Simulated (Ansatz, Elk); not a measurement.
# KLuFe3Co: X-ray structure factors from the self-consistent density, part 2 of 2

Structure refinements treat a crystal as free atoms side by side. For a made-up structure of KLuFe3Co (cell and positions from a PBEsol relaxation) the runs below show what the calculated density changes in F(hkl).

Elk 11.2.3 (patched build); all-electron DFT.

So far: Set-up; Ground state and structure factors; The magnetisation density.

The structure was built from a prototype and need not be the compound's stable phase.

**4. The highest occupied states alone**

Level of this step: DFT, PBE, all-electron APW+lo, Dirac cores, scalar-relativistic bands, static density, ferromagnetic start (Elk).

An energy window below the Fermi level keeps the highest occupied states, to see at which angles they scatter; shallow core shells can lie inside it and anion s states outside. No new self-consistency is needed.

Contents of elk.in:

```
tasks
  195

xctype
  20

spinpol
  .true.

rgkmax
  7.0

gmaxvr
  14.0

lmaxo
  7

lmaxapw
  8

swidth
  0.002

tshift
  .false.

ramdisk
  .false.

hmaxvr
  5.5

maxscl
  120

epspot
  1e-06

reducebf
  0.8

wsfac
  -0.178620 0.562380

sppath
  './'

avec
  10.14578862717 -0.00000000000 0.00000000000
  -5.07289431358 8.78651069255 0.00000000000
  0.00000000000 0.00000000000 7.70132431784

atoms
  4
  'Lu.in'
  1
  0.6666666667 0.3333333333 0.0000000000   0.000000 0.000000 0.000000
  'Co.in'
  1
  0.3333333333 0.6666666667 0.0000000000   0.000000 0.000000 -0.065000
  'Fe.in'
  3
  0.1928931374 0.3857862749 0.5000000000   0.000000 0.000000 -0.115000
  0.1928931374 0.8071068626 0.5000000000   0.000000 0.000000 -0.115000
  0.6142137251 0.8071068626 0.5000000000   0.000000 0.000000 -0.115000
  'K.in'
  1
  -0.0000000000 0.0000000000 0.0000000000   0.000000 0.000000 0.000000

ngridk
  4 4 5
```

Launch:

```sh
$ OMP_NUM_THREADS=4 elk
```

Numbers of over 12 decimals in the logs are rounded to 6 here.

Output:

```text
┌─────────────────────────────────┐
│ Elk code version 11.2.3 started │
└─────────────────────────────────┘

Info(readinput): the functional depends on the density's gradient
 muffin-tin radial points multiplied by    2.00000
 (not where nrmtscf is given)

┌────────────────────┐
│ Current task : 195 │
└────────────────────┘
Info(checkmt): changed muffin-tin radius of species 3 (Fe) from   2.4000 to   2.1123

Info(sfacrho): density structure factors written to SFACRHO.OUT

 Energy window :  -0.1786200000      0.5623800000

┌──────────────────┐
│ Elk code stopped │
└──────────────────┘
```

Elapsed: 13 s, on 4 threads of INTEL XEON PLATINUM 8581C at 2.10GHz (Emerald Rapids), shared host; peak memory 0.39 GiB.

States within 12 eV below the Fermi level hold 51.00 electrons; any levels below the window count with the cores. Their amplitudes can exceed the total, where window and core parts have opposite phase:

| hkl | sin θ/λ (Å⁻¹) | abs F, window | abs F, all |
| --- | --- | --- | --- |
| 100 | 0.107 | 11.038 | 31.092 |
| 001 | 0.123 | 3.125 | 36.279 |
| 101 | 0.163 | 14.452 | 66.183 |
| 110 | 0.186 | 13.909 | 80.963 |
| 200 | 0.215 | 18.939 | 94.403 |
| 111 | 0.223 | 18.154 | 106.136 |
| 002 | 0.245 | 24.235 | 143.988 |
| 201 | 0.248 | 3.012 | 9.715 |
| 102 | 0.268 | 7.087 | 28.026 |
| 210 | 0.284 | 5.735 | 28.490 |

**5. Another functional**

The difference from free atoms is small, so it is set against the change that LDA (Perdew-Wang) makes.

Changes to elk.in since step 4:

```diff
@@ -1,6 +1,8 @@
 tasks
+  0
   195
+  196
 
 xctype
-  20
+  3
 
@@ -42,5 +44,2 @@
 
-wsfac
-  -0.178620 0.562380
-
 sppath
```

Launch:

```sh
$ OMP_NUM_THREADS=4 elk
```

Output:

```text
┌─────────────────────────┐
│ Elk code version 11.2.3 │
└─────────────────────────┘

All units are atomic (Hartree, Bohr, etc.)

┌─────────────────────────────────────────────────┐
│ Ground-state run starting from atomic densities │
└─────────────────────────────────────────────────┘

Lattice vectors :
   10.14578863      -0.000000000       0.000000000
  -5.072894314       8.786510693       0.000000000
   0.000000000       0.000000000       7.701324318

Reciprocal lattice vectors :
  0.6192899870      0.3575472407      -0.000000000
[...]
error                       :   0.6937723452E-03

Moments :
 interstitial                :  -0.1051960726E-01
 muffin-tins
  species : 1 (Lu)
[...]
species : 2 (Co)
[...]
species : 3 (Fe)
[...]
atom 3                    :    2.235670304
  species : 4 (K)
   atom 1                    :   0.2149903545E-01
 total in muffin-tins        :    7.507508568
 total moment                :    7.496988961

┌──────────────────────────────┐
│ Self-consistent loop stopped │
└──────────────────────────────┘

Warning : core states of species 2 leak from the muffin-tin :   0.5074986690E-03

Wrote STATE.OUT
[key lines of the parts left out:]
total energy                :     -20375.568425842
```

Wall time 4.2 min (4 threads); peak memory 0.58 GiB.

Against the first run R = 0.02 %; the largest change is -0.068 at 220. The moment goes from 8.08 to 7.50 μB.

**6. Basis size**

A smaller basis shows how fast F responds to it; the change is likely larger than the basis error of the first run, but doesn't show convergence.

Changes to elk.in since step 5:

```diff
@@ -6,3 +6,3 @@
 xctype
-  3
+  20
 
@@ -12,3 +12,3 @@
 rgkmax
-  7.0
+  5.5
```

Launch:

```sh
$ OMP_NUM_THREADS=4 elk
```

Output:

```text
┌─────────────────────────┐
│ Elk code version 11.2.3 │
└─────────────────────────┘

All units are atomic (Hartree, Bohr, etc.)

┌─────────────────────────────────────────────────┐
│ Ground-state run starting from atomic densities │
└─────────────────────────────────────────────────┘

Lattice vectors :
   10.14578863      -0.000000000       0.000000000
  -5.072894314       8.786510693       0.000000000
   0.000000000       0.000000000       7.701324318

Reciprocal lattice vectors :
  0.6192899870      0.3575472407      -0.000000000
[...]
error                       :   0.8014917486E-03

Moments :
 interstitial                :  -0.1863083267E-02
 muffin-tins
  species : 1 (Lu)
[...]
species : 2 (Co)
[...]
species : 3 (Fe)
[...]
atom 3                    :    2.280363681
  species : 4 (K)
   atom 1                    :   0.2947644046E-01
 total in muffin-tins        :    7.816528866
 total moment                :    7.814665783

┌──────────────────────────────┐
│ Self-consistent loop stopped │
└──────────────────────────────┘

Warning : core states of species 2 leak from the muffin-tin :   0.4851563841E-03

Wrote STATE.OUT
[key lines of the parts left out:]
total energy                :     -20394.527077544
```

The job ended after 8.2 min (4 threads; peak memory 0.77 GiB).

Against the first run R = 0.04 %; the largest change is +0.158 at 220. The moment goes from 8.08 to 7.81 μB.

**7. Settings against the effect**

```csv
run,R against the first run (%),"R against neutral atoms, low angle (%)",wall time
"PBE, rgkmax 7",0.00,0.42,7.5 min
LDA (Perdew-Wang),0.02,0.42,4.2 min
rgkmax 5.5,0.04,0.49,8.2 min
```

**8. What came out**

| Item | Value |
| --- | --- |
| R against neutral atoms, sin θ/λ < 0.3 Å⁻¹ | 0.42 % |
| R against neutral atoms, 0.3 to 0.82 Å⁻¹ | 0.17 % |

**Reading.** Independent neutral atoms miss the calculated amplitudes by R = 0.42 % below 0.3 Å⁻¹ and 0.17 % from there to 0.82 Å⁻¹; by shells, 0.42 % below 0.15 Å⁻¹ (2 forms), 0.42 % 0.15 to 0.3 (8 forms), 0.23 % 0.3 to 0.45 (18 forms), 0.16 % above 0.45 (97 forms). Bonding, aspherical density and the tables' own atoms all enter these figures, and the runs don't part them. The largest change of an amplitude is -0.51 electrons, at 002. R counts amplitudes alone; phases shift too. The magnetic order is that of the start. No other order was tried here, and an antiferromagnetic one would change or move the magnetic intensity. The window's part falls from 51.0 electrons at the origin to at most 9.77 between 0.45 and 0.82 Å⁻¹, where compact states inside the window still scatter. Below 0.3 Å⁻¹ the changes that finished (LDA (Perdew-Wang) and rgkmax 5.5) move F by R = 0.09 % at most, against the 0.42 % that separates it from free atoms. A single amplitude moves by up to 0.16 electrons, against 0.51 for the largest difference from free atoms. The magnetic factors move by R = 9.2 % (LDA (Perdew-Wang)) and 3.2 % (rgkmax 5.5), so they aren't settled to better than that. The k-mesh has no finished test. Spin-orbit coupling is left out, which can matter for elements this heavy. Part of the difference isn't bonding: the tables are fits to free atoms and ions calculated by other methods than this functional. Thermal motion, anomalous dispersion and extinction are left out.

[Logs are printed without paths, hosts, clocks, repeated set-up lines and the standing remarks that a program may print on its own settings, such as how far it seeks lower states.]

[Hosts, paths, dates, database ids (printed as entryN), source tags and the programs' standing remarks are cut or masked in the printed files.]
